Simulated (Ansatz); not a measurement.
**NaCr: relaxing a made-up structure**

This structure for NaCr is made up. Its elements were placed in a known structure type with a cell scaled to their sizes. What cell does the guess relax to, and how far off was it?

Main program and level: Ansatz 0.2.0; DFT, PBEsol, plane-wave PAW, files of the set soft_1, scalar-relativistic, ferromagnetic start, cell and ions relaxed at zero pressure; PAW set soft_1.

In doubt: warnings of the run leave room for a lower electronic state, so energies may not be the lowest and differences between runs may mislead.

## (1) Set-up

Symmetry: Fd-3m, No. 227, cubic system. The conventional cell has a = 6.756 Å, b = 6.756 Å, c = 6.756 Å, α = 90.00°, β = 90.00°, γ = 90.00°. Nearest to Cr lie 4 Cr at 2.93 Å and 4 Na at 2.93 Å. Nearest to Na lie 4 Na at 2.93 Å and 4 Cr at 2.93 Å. Farther neighbours are not listed.

As a file:

```cif
data_structure
_symmetry_space_group_name_H-M 'P 1'
_symmetry_Int_Tables_number 1
_cell_length_a 4.7772
_cell_length_b 4.7772
_cell_length_c 4.7772
_cell_angle_alpha 60.000
_cell_angle_beta 60.000
_cell_angle_gamma 60.000
_cell_volume 77.09
loop_
_atom_site_label
_atom_site_type_symbol
_atom_site_fract_x
_atom_site_fract_y
_atom_site_fract_z
_atom_site_occupancy
Cr1 Cr 0.25000 0.25000 0.25000 1
Cr2 Cr 0.00000 0.00000 0.00000 1
Na3 Na 0.50000 0.50000 0.50000 1
Na4 Na 0.75000 0.75000 0.75000 1
```

## (2) Relaxing cell and atoms

The guessed cell has no reason to be at equilibrium. It is relaxed with the atoms, within the space group of the guess.

File input.yaml:

```yaml
crystal:
  lattice:
    - [0.0, 3.378, 3.378]
    - [3.378, 0.0, 3.378]
    - [3.378, 3.378, 0.0]
  atoms:
    - { symbol: Cr, position: [0.25, 0.25, 0.25], spin: 3.0 }
    - { symbol: Cr, position: [0.0, 0.0, 0.0], spin: 3.0 }
    - { symbol: Na, position: [0.5, 0.5, 0.5] }
    - { symbol: Na, position: [0.75, 0.75, 0.75] }
magnetization:
  spin_polarized: true
kpoints:
  mp_grid: { grid: [7, 7, 7] }
scf:
  occupations: { method: fermi_dirac, width: 0.05 }
hamiltonian:
  xc: pbesol
  pseudopotentials: { kind: paw, azcp: { folder: soft_1 }, xc_functional: pbe }
relax:
  f_tol: 0.015
  max_steps: 70
  cell: {}
output:
  forces: true
  stress: true
```

Command:

```bash
> ansatz run input.yaml --threads 4 --pin off --max-ram 8192MiB --backend cpu --events-out ev --progress --plain --runs-dir out
```

Numbers of over 12 decimals in the logs are rounded to 6 here.

The log of the run:

```text
Engine: ansatz 0.2.0, aarch64-unknown-linux-gnu
Pseudopotentials: kind: paw
Pseudopotential: Cr, paw, valence charge 14, recommended cutoff 420 eV (normal), soft_1/Cr.paw.azcp
Pseudopotential: Na, paw, valence charge 9, recommended cutoff 420 eV (normal), soft_1/Na.paw.azcp
Functional definition: PBEsol
  exchange = pbesol_x
  correlation = pbesol_c
Crystal: 4 atoms, lattice volume = 77.092 Å³
Basis set: ecut = 420 eV, 1459 PW (Γ), exchange–correlation on 64×64×64 points (8 copies of the dense FFT grid, shifted against one another)
Bands: 32, of which v1, the nominal top of the filled ones, is band 23 counted from 1 (22 counted from 0)
Symmetry: 48 space group operations
Space group: Fd-3m (ITA 227), of the structure as read, at distance tolerance 4.3e-5 Å
Magnetic group: BNS 227.128 (UNI 1630), of the structure as read, at distance tolerance 4.3e-5 Å
k-points: 20 of 343
Non-local potential: Cr, projectors of the file, l = 0: 3, l = 1: 2, l = 2: 3, l = 3: 1
Non-local potential: Na, projectors of the file, l = 0: 3, l = 1: 2, l = 2: 1
PAW form: soft (Blöchl's): semilocal exchange-correlation on the pseudo side does not see the compensation charge
PAW frozen core: Cr, regenerated for the run's functional, and the local potential with it (the file was generated under x = pbe(κ = 0.804, μ = 0.219515), c = pbe(β = 0.066725))
PAW frozen core: Na, regenerated for the run's functional, and the local potential with it (the file was generated under x = pbe(κ = 0.804, μ = 0.219515), c = pbe(β = 0.066725))
PAW one-centre angular grid: Cr, 590 points (default); XC on 64 Gauss nodes
PAW one-centre angular grid: Na, 110 points (default); XC on 64 Gauss nodes
Initial density: superposition of atomic densities (chi_scale 0.1, normalization cell)
Starting moments: Σ|m| = 6 μB on 2 of 4 sites
Initial wavefunctions: pseudopotential atomic-orbital guess
Functional: x = pbesol(κ = 0.804, μ = 0.123457), c = pbesol(β = 0.046)
SCF iter   1: F=—  HF=-9644.557566 eV  |F-HF|=—  |Δ(HF+E_count)|=         —  Δρ=4.68e-2 (↑4.68e-2 ↓4.44e-2)  dr2=6.85e0  dr2_m=1.76e-2  M=6.272 μB ∫|m|=6.302 μB  β_m=0.30  ethr=3.10e-3  ⟨swp⟩=5.3  Hψ=4330  notcnv=0  defer=3
Mixer restart at iter 1: flushing history
preconditioner: auto → Kerker (q_TF=auto, 2.503 Å⁻¹)  [metal: Δε(μ)=0.020 eV  Ē_g=4.079 eV  σ=0.050 eV  W_gap=0.10  n_scr=14 (ndim 8)  ℏωp=15.8 eV  f_vac=0.000  D(μ)=7.15/eV (n_scr^D=88)]
spin=Collinear: Kerker preconditioning applied to the charge; magnetization (m = ρ↑ − ρ↓) channel mixes plain (no charge-response kernel on spin).
SCF iter   2: F=—  HF=-9644.275695 eV  |F-HF|=—  |Δ(HF+E_count)|=   2.82e-1  Δρ=3.09e-2 (↑1.20e-2 ↓3.09e-2)  dr2=1.55e0  dr2_m=1.15e-1  M=6.516 μB ∫|m|=6.553 μB  β_m=0.41  ethr=3.10e-3  ⟨swp⟩=2.1  Hψ=2554  notcnv=0  defer=46
SCF iter   3: F=—  HF=-9644.214950 eV  |F-HF|=—  |Δ(HF+E_count)|=   6.07e-2  Δρ=2.02e-2 (↑2.01e-2 ↓2.02e-2)  dr2=1.19e-1  dr2_m=2.53e-1  M=6.939 μB ∫|m|=6.987 μB  β_m=0.40  ethr=3.10e-3  ⟨swp⟩=2.0  Hψ=1889  notcnv=0  defer=47
SCF iter   4: F=—  HF=-9645.052746 eV  |F-HF|=—  |Δ(HF+E_count)|=         —  Δρ=4.93e-2 (↑4.93e-2 ↓3.49e-2)  dr2=1.42e-1  dr2_m=1.24e0  M=8.855 μB ∫|m|=8.888 μB  β_m=1.00  ethr=2.59e-4  ⟨swp⟩=2.0  Hψ=2026  notcnv=0  defer=46
Mixer restart at iter 4: flushing history
SCF iter   5: F=—  HF=-9644.854570 eV  |F-HF|=—  |Δ(HF+E_count)|=   1.98e-1  Δρ=8.78e-3 (↑8.78e-3 ↓2.58e-3)  dr2=2.53e-2  dr2_m=1.55e-2  M=8.898 μB ∫|m|=8.934 μB  β_m=0.70  ethr=1.09e-4  ⟨swp⟩=2.6  Hψ=2836  notcnv=0  defer=45
SCF iter   6: F=—  HF=-9644.831354 eV  |F-HF|=—  |Δ(HF+E_count)|=   2.32e-2  Δρ=8.04e-3 (↑8.04e-3 ↓1.28e-3)  dr2=5.29e-2  dr2_m=1.24e-2  M=9.070 μB ∫|m|=9.105 μB  β_m=0.57  ethr=5.49e-5  ⟨swp⟩=2.0  Hψ=2628  notcnv=0  defer=45
SCF iter   7: F=—  HF=-9644.826594 eV  |F-HF|=—  |Δ(HF+E_count)|=   4.76e-3  Δρ=1.44e-3 (↑1.44e-3 ↓8.79e-4)  dr2=5.23e-3  dr2_m=3.69e-4  M=9.023 μB ∫|m|=9.060 μB  β_m=0.78  ethr=5.49e-5  ⟨swp⟩=2.1  Hψ=2272  notcnv=0  defer=45
SCF iter   8: F=—  HF=-9644.826492 eV  |F-HF|=—  |Δ(HF+E_count)|=   1.02e-4  Δρ=1.19e-3 (↑1.19e-3 ↓2.37e-4)  dr2=7.36e-4  dr2_m=2.81e-4  M=9.035 μB ∫|m|=9.071 μB  β_m=0.89  ethr=1.14e-5  ⟨swp⟩=2.0  Hψ=1809  notcnv=0  defer=45
SCF iter   9: F=—  HF=-9644.826748 eV  |F-HF|=—  |Δ(HF+E_count)|=   2.56e-4  Δρ=1.44e-4 (↑1.44e-4 ↓6.98e-5)  dr2=4.36e-5  dr2_m=5.18e-6  M=9.044 μB ∫|m|=9.080 μB  β_m=0.95  ethr=1.60e-6  ⟨swp⟩=2.5  Hψ=2034  notcnv=0  defer=45
SCF iter  10: F=—  HF=-9644.826740 eV  |F-HF|=—  |Δ(HF+E_count)|=   8.42e-6  Δρ=3.43e-5 (↑3.43e-5 ↓3.18e-5)  dr2=3.79e-6  dr2_m=1.91e-8  M=9.044 μB ∫|m|=9.080 μB  β_m=0.90  ethr=9.48e-8  ⟨swp⟩=2.4  Hψ=1818  notcnv=0  defer=45
SCF iter  11: F=—  HF=-9644.826739 eV  |F-HF|=—  |Δ(HF+E_count)|=   1.18e-6  Δρ=2.20e-5 (↑2.20e-5 ↓1.27e-5)  dr2=4.28e-7  dr2_m=1.48e-7  M=9.044 μB ∫|m|=9.080 μB  β_m=0.95  ethr=8.24e-9  ⟨swp⟩=2.0  Hψ=2070  notcnv=0  defer=45
SCF iter  12: F=—  HF=-9644.826739 eV  |F-HF|=—  |Δ(HF+E_count)|=   5.34e-8  Δρ=3.68e-6 (↑3.68e-6 ↓3.47e-6)  dr2=2.86e-8  dr2_m=3.46e-9  M=9.044 μB ∫|m|=9.080 μB  β_m=0.97  ethr=9.31e-10  ⟨swp⟩=2.0  Hψ=1795  notcnv=0  defer=45
SCF iter  13: F=-9644.826739 eV  HF=-9644.826739 eV  |F-HF|=1.38e-9  |Δ(HF+E_count)|=   2.28e-9  Δρ=9.84e-7 (↑9.84e-7 ↓5.84e-7)  dr2=2.27e-9  dr2_m=1.35e-10  M=9.044 μB ∫|m|=9.080 μB  ethr=6.22e-11  ⟨swp⟩=1.5  Hψ=3662  notcnv=0
SCF 1 converged in 13 iterations: F = -9644.826739 eV  dr2 = 2.27e-9
  greatest PAW one-centre occupation: 1.000 electrons in one spin orbital (limit 2), on the Cr atom at site 1 (counted from 0), in its partial waves of l = 0
relax step   1: F+E_penalty+E_count = -9644.82673865 eV  Δ(F+E_penalty+E_count) = +0.000e0 eV  max|allowed force component| = 1.467e-17 eV/Å  Δτ_max = 0.0000 Å  P = +7.133 GPa  Ω = 77.092 Å³  (13 SCF iters, dr2 threshold 1.00e-7 eV, accepted)
Crystal: 4 atoms, lattice volume = 88.832 Å³
Basis set: ecut = 420 eV, 1807 PW (Γ), exchange–correlation on 64×64×64 points (8 copies of the dense FFT grid, shifted against one another)
Initial density: handed on by an earlier stage of this run
Starting moments: Σ|m| = 6 μB on 2 of 4 sites; this step starts from the density that it was given
Initial wavefunctions: those handed on with the density
iter 1 solved again at ethr=5.17e-4 eV; its pass at ethr=3.10e-3 eV (dr2=2.38e-1 eV) is discarded
SCF iter   1: F=—  HF=-9645.186132 eV  |F-HF|=—  |Δ(HF+E_count)|=         —  Δρ=1.80e-2 (↑1.80e-2 ↓4.28e-3)  dr2=2.42e-1  dr2_m=9.39e-2  M=9.631 μB ∫|m|=9.665 μB  β_m=0.30  ethr=5.17e-4  ⟨swp⟩=1.1  Hψ=6177  notcnv=0
[...]
SCF iter   5: F=—  HF=-9645.150284 eV  |F-HF|=—  |Δ(HF+E_count)|=   7.26e-5  Δρ=6.45e-5 (↑6.45e-5 ↓3.53e-5)  dr2=3.57e-6  dr2_m=1.36e-6  M=9.552 μB ∫|m|=9.575 μB  β_m=0.77  ethr=1.52e-8  ⟨swp⟩=2.6  Hψ=2168  notcnv=0  defer=3
SCF iter   6: F=—  HF=-9645.150298 eV  |F-HF|=—  |Δ(HF+E_count)|=   1.36e-5  Δρ=2.03e-5 (↑2.03e-5 ↓7.60e-6)  dr2=5.27e-7  dr2_m=1.12e-7  M=9.551 μB ∫|m|=9.574 μB  β_m=0.77  ethr=7.77e-9  ⟨swp⟩=2.0  Hψ=2050  notcnv=0  defer=3
SCF iter   7: F=—  HF=-9645.150300 eV  |F-HF|=—  |Δ(HF+E_count)|=   1.95e-6  Δρ=8.22e-6 (↑8.22e-6 ↓2.69e-6)  dr2=8.81e-8  dr2_m=1.71e-8  M=9.550 μB ∫|m|=9.573 μB  β_m=0.88  ethr=1.15e-9  ⟨swp⟩=2.5  Hψ=1971  notcnv=0  defer=3
SCF iter   8: F=-9645.150300 eV  HF=-9645.150300 eV  |F-HF|=3.14e-8  |Δ(HF+E_count)|=   4.59e-7  Δρ=5.30e-6 (↑5.30e-6 ↓6.25e-7)  dr2=3.58e-8  dr2_m=5.74e-9  M=9.550 μB ∫|m|=9.573 μB  ethr=1.92e-10  ⟨swp⟩=2.0  Hψ=3847  notcnv=0
SCF 3 converged in 8 iterations: F = -9645.150300 eV  dr2 = 3.58e-8
relax step   3: F+E_penalty+E_count = -9645.15030039 eV  Δ(F+E_penalty+E_count) = -2.244e-2 eV  max|allowed force component| = 5.248e-17 eV/Å  Δτ_max = 0.0000 Å  P = +0.269 GPa  Ω = 92.856 Å³  energy of the carried Pulay correction = -1.289e-3 eV  (8 SCF iters, dr2 threshold 4.00e-7 eV, accepted)
[...]
relax step   4: F+E_penalty+E_count = -9645.15099976 eV  Δ(F+E_penalty+E_count) = -6.994e-4 eV  max|allowed force component| = 5.725e-17 eV/Å  Δτ_max = 0.0000 Å  P = +0.014 GPa  Ω = 93.725 Å³  energy of the carried Pulay correction = -1.353e-3 eV  (7 SCF iters, dr2 threshold 1.81e-7 eV, accepted)
[...]
relax step   5: F+E_penalty+E_count = -9645.15638318 eV  Δ(F+E_penalty+E_count) = -5.383e-3 eV  max|allowed force component| = 4.467e-17 eV/Å  Δτ_max = 0.0000 Å  P = +0.162 GPa  Ω = 93.725 Å³  stress off target by 1.62e-1 GPa  SCF on the basis re-selected at this cell (its energy is not comparable with the rows above)  (11 SCF iters)
[...]
relax step   6: F+E_penalty+E_count = -9645.15665930 eV  Δ(F+E_penalty+E_count) = -2.761e-4 eV  max|allowed force component| = 3.339e-17 eV/Å  Δτ_max = 0.0000 Å  P = +0.022 GPa  Ω = 94.270 Å³  energy of the carried Pulay correction = -3.583e-5 eV  (7 SCF iters, dr2 threshold 6.59e-8 eV, accepted)
iter 1 solved again at ethr=9.27e-9 eV; its pass at ethr=3.10e-3 eV (dr2=4.27e-6 eV) is discarded
SCF iter   1: F=—  HF=-9645.156705 eV  |F-HF|=—  |Δ(HF+E_count)|=         —  Δρ=3.33e-6 (↑1.29e-6 ↓3.33e-6)  dr2=1.90e-9  dr2_m=2.16e-9  M=9.583 μB ∫|m|=9.605 μB  β_m=0.65  ethr=9.27e-9  ⟨swp⟩=4.3  Hψ=8605  notcnv=0
preconditioner: auto → none  [metal: Δε(μ)=0.060 eV  Ē_g=4.266 eV  σ=0.050 eV  W_gap=0.29  n_scr=8 (ndim 8)  ℏωp=14.3 eV  f_vac=0.000  D(μ)=2.33/eV (n_scr^D=14)]
SCF iter   2: F=—  HF=-9645.156705 eV  |F-HF|=—  |Δ(HF+E_count)|=   3.27e-7  Δρ=1.11e-6 (↑5.31e-7 ↓1.11e-6)  dr2=2.08e-10  dr2_m=3.33e-10  M=9.583 μB ∫|m|=9.605 μB  β_m=0.59  ethr=4.13e-12  ⟨swp⟩=2.5  Hψ=2236  notcnv=0
SCF iter   3: F=—  HF=-9645.156705 eV  |F-HF|=—  |Δ(HF+E_count)|=   1.97e-9  Δρ=4.51e-7 (↑4.51e-7 ↓2.49e-7)  dr2=2.79e-10  dr2_m=5.31e-11  M=9.583 μB ∫|m|=9.605 μB  β_m=0.57  ethr=1.00e-12  ⟨swp⟩=2.2  Hψ=1853  notcnv=0
SCF iter   4: F=—  HF=-9645.156705 eV  |F-HF|=—  |Δ(HF+E_count)|=  6.53e-10  Δρ=1.47e-7 (↑1.47e-7 ↓9.83e-8)  dr2=2.21e-11  dr2_m=7.28e-12  M=9.583 μB ∫|m|=9.605 μB  β_m=0.74  ethr=1.00e-12  ⟨swp⟩=2.0  Hψ=1573  notcnv=0
SCF iter   5: F=—  HF=-9645.156705 eV  |F-HF|=—  |Δ(HF+E_count)|=  3.35e-10  Δρ=1.90e-7 (↑1.90e-7 ↓4.16e-8)  dr2=4.05e-11  dr2_m=8.05e-12  M=9.583 μB ∫|m|=9.605 μB  β_m=0.73  ethr=1.00e-12  ⟨swp⟩=1.6  Hψ=1322  notcnv=0
SCF iter   6: F=—  HF=-9645.156705 eV  |F-HF|=—  |Δ(HF+E_count)|=  9.64e-11  Δρ=3.97e-8 (↑3.97e-8 ↓1.49e-8)  dr2=1.49e-12  dr2_m=4.81e-13  M=9.583 μB ∫|m|=9.605 μB  β_m=0.86  ethr=1.00e-12  ⟨swp⟩=1.6  Hψ=1444  notcnv=0
SCF iter   7: F=-9645.156705 eV  HF=-9645.156705 eV  |F-HF|=0.00e0  |Δ(HF+E_count)|=  1.27e-11  Δρ=3.26e-8 (↑3.26e-8 ↓3.95e-9)  dr2=1.28e-12  dr2_m=2.07e-13  M=9.583 μB ∫|m|=9.605 μB  ethr=1.00e-12  ⟨swp⟩=2.3  Hψ=3494  notcnv=0
SCF 7 converged in 7 iterations: F = -9645.156705 eV  dr2 = 1.28e-12
relax step   7: F+E_penalty+E_count = -9645.15670469 eV  Δ(F+E_penalty+E_count) = -4.539e-5 eV  max|allowed force component| = 2.732e-17 eV/Å  Δτ_max = 0.0000 Å  P = +0.021 GPa  Ω = 94.270 Å³  stress off target by 2.08e-2 GPa  SCF on the basis re-selected at this cell (its energy is not comparable with the rows above)  (7 SCF iters)
basis re-selected at this cell: Δ(F+E_penalty+E_count) = -4.539e-5 eV, ΔP = -0.001 GPa vs the last step (what re-selecting the basis moved, of the pressure what is left beyond the Pulay correction that the steps carried, after the strain that the cell walked since its last selection, with what the two solves' SCF thresholds leave and, on support functions, any second-order correction that the steps lacked; it is no m [...]
WARN: an SCF from antiferromagnetic starting moments (-4.08, 4.08, 0.00, 0.00 Bohr magnetons, atom by atom) was not made, by what the run has read of turns of its moments that order reads lower: the deck asks for what bars it, or types moments that do (magnetization.spin_polarized, in the input reference, names some of the keys), or the run goes by scf.lower_state_search: light, the default, which as a rule tries one only behind a close that has lost an order of both signs, or on which an open d or half-filled 4f shell of a PAW file has lost a moment that was set nearer to Hund's than to what is left; [rest of the remark cut]
SCF converged after 7 iterations
Magnetization: 9.5832 μB (27.7916 up, 18.2084 down)
Absolute magnetization: 9.6064 μB (∫|ρ↑−ρ↓|, with the PAW one-centre terms)
Spin contamination: 0.0926 ħ² per cell (⟨S²⟩ above its minimum at these occupations)
Per-site moments (μB) at R_I (Å): [(4.261958, 1.290435), (4.261958, 1.290435), (0.026392, 1.290435), (0.026392, 1.290435)]
Free energy (F): -9645.156705 eV
Harris-Foulkes:  -9645.156705 eV  (|F-HF|=0.00e0)
Internal energy: -9645.137569 eV  (E = F + TS)
E sigma→0 (E₀):  -9645.147137 eV
Entropy (-TS):   -0.019136 eV (-4.784 meV/atom)
Fermi energy:    5.945986 eV
--- Per-component energies (eV) ---
  E_band       = -1025.065374
  E_kinetic    = 825.253985
  E_local      = -6527.063668  (includes V_loc(G=0)·N_el)
  E_nonlocal   = 666.280671
  E_hartree    = 2573.355591
  E_xc         = -293.810142
  E_vxc        = -376.198796  (∫ρ·V_xc dr)
  E_paw        = -2965.383608  (= ΣΔE_a)
  E_vpaw       = -760.050445  (= ΣTr[D̂ρ^β])
  E_aug_tail   = 0.001791  (compensation charges beyond the density's cutoff)
  E_ewald      = -3924.201576
  E_core_change = 0.429387  (= ΣΔE_core)
  E_smearing   = -0.019136  (= −TS)
  E_closure    = 0.000000  (closes the sum)
  Σ components = -9645.156705   (vs F -9645.156705, Δ=0.00e0)
--- Forces (eV/Å), atoms counted from 1 ---
  atom   1  Cr    -0.00000000     0.00000000    -0.00000000
  atom   2  Cr     0.00000000    -0.00000000     0.00000000
  atom   3  Na    -0.00000000     0.00000000    -0.00000000
  atom   4  Na     0.00000000    -0.00000000     0.00000000
  max |Σ_I F_I| component: 2.02e-17 eV/Å
--- Stress (GPa, compression-positive) ---
        0.020753      -0.000000       0.000000
       -0.000000       0.020753       0.000000
        0.000000       0.000000       0.020753
  P = ⅓ Tr σ = 0.0208 GPa (0.208 kbar)
--- Relaxed structure (5 steps of the walk, 5 accepted, 2 SCFs on fresh bases) ---
  F+E_penalty+E_count = -9645.15670469 eV   max|allowed force component| = 2.732e-17 eV/Å   (the final SCF, on the basis selected at the relaxed cell)
  cell:  # Å, volume = 94.2704 Å³
    - [0, 3.612283, 3.612283]
    - [3.612283, 0, 3.612283]
    - [3.612283, 3.612283, 0]
  atoms:
    - { symbol: Cr, position: [0.25, 0.250000, 0.25] }
    - { symbol: Cr, position: [0, 0, 0] }
    - { symbol: Na, position: [0.5, 0.500000, 0.5] }
    - { symbol: Na, position: [0.750000, 0.750000, 0.75] }
```

Elapsed: 14 s, on 4 threads of Arm Neoverse V1, shared host; peak memory 0.45 GiB.

Relaxation path:

```csv
step,energy less that of the first step (eV),largest force component (eV/Å),pressure (GPa),volume (Å³)
1,0.0000,0.0000,7.13,77.09
2,-0.3011,0.0000,1.58,88.83
3,-0.3236,0.0000,0.27,92.86
4,-0.3243,0.0000,0.01,93.73
5*,-0.3296,0.0000,0.16,93.73
6,-0.3299,0.0000,0.02,94.27
7*,-0.3300,0.0000,0.02,94.27
```

Relaxation steps marked * repeat the geometry before them on a plane-wave basis chosen anew for their cell, so energy and pressure can jump there.

Forces are held to the 48 operations that the run works with; a distortion that breaks them can't arise in this run.

```csv
"conventional cell, symmetrised",before,after,change
a (Å),6.756,7.225,+6.9 %
b (Å),6.756,7.225,+6.9 %
c (Å),6.756,7.225,+6.9 %
volume (Å³/atom),19.27,23.57,+22.3 %
```

The relaxed structure:

```cif
data_structure
_symmetry_space_group_name_H-M 'P 1'
_symmetry_Int_Tables_number 1
_cell_length_a 5.1085
_cell_length_b 5.1085
_cell_length_c 5.1085
_cell_angle_alpha 60.000
_cell_angle_beta 60.000
_cell_angle_gamma 60.000
_cell_volume 94.27
loop_
_atom_site_label
_atom_site_type_symbol
_atom_site_fract_x
_atom_site_fract_y
_atom_site_fract_z
_atom_site_occupancy
Cr1 Cr 0.25000 0.25000 0.25000 1
Cr2 Cr 0.00000 0.00000 0.00000 1
Na3 Na 0.50000 0.50000 0.50000 1
Na4 Na 0.75000 0.75000 0.75000 1
```

This step gave:

* free energy: -9645.1567 eV
* energy at zero smearing: -9645.1471 eV
* smearing term TS: 0.01914 eV
* Fermi energy: 5.946 eV
* magnetization: 9.583 μB
* absolute magnetization: 9.606 μB
* site moments: 4.262, 4.262, 0.02639, 0.02639 μB
* electrons: 46
* symmetry operations: 48
* pressure: 0.02075 GPa

Site moment by atom:

```csv
atom,site moment (μB)
Cr1,4.26
Cr2,4.26
Na3,0.03
Na4,0.03
```

The shortest distance of each pair, which need not be the same contact before and after:

```csv
pair,guess (Å),relaxed (Å)
Cr–Cr,2.925,3.128
Cr–Na,2.925,3.128
Na–Na,2.925,3.128
```

The relaxation ends with a pressure of 0.02 GPa.

## (3) What came out

| Item | Value |
| --- | --- |
| space group, relaxed | Fd-3m |
| conventional cell | a = 7.225, b = 7.225, c = 7.225 Å; α = 90.0°, β = 90.0°, γ = 90.0° |
| volume per atom | 23.57 Å³ (guess 19.27) |
| total moment | 9.58 μB in the cell of 4 atoms |

In words: NaCr relaxes to Fd-3m with a = 7.225, b = 7.225 and c = 7.225 Å. The guessed volume was 18 % too small. The space group Fd-3m was held in the relaxation, so the end point is a stationary structure within it and may be a saddle against distortions or other arrangements. The input starts from parallel moments, and no other start was typed. The electronic state may lie above the lowest one. Mesh and cutoff weren't tested. No dispersion term is used, so weakly bound directions may come out too long. The program estimates, without running it, that another magnetic order lies lower than the one relaxed here. Nothing here tests whether the compound is stable against decomposition.

[Logs are printed without paths, hosts, clocks, repeated set-up lines and the standing remarks that a program may print on its own settings, such as how far it seeks lower states.]

[Hosts, paths, dates, database ids (printed as entryN), source tags and the programs' standing remarks are cut or masked in the printed files.]
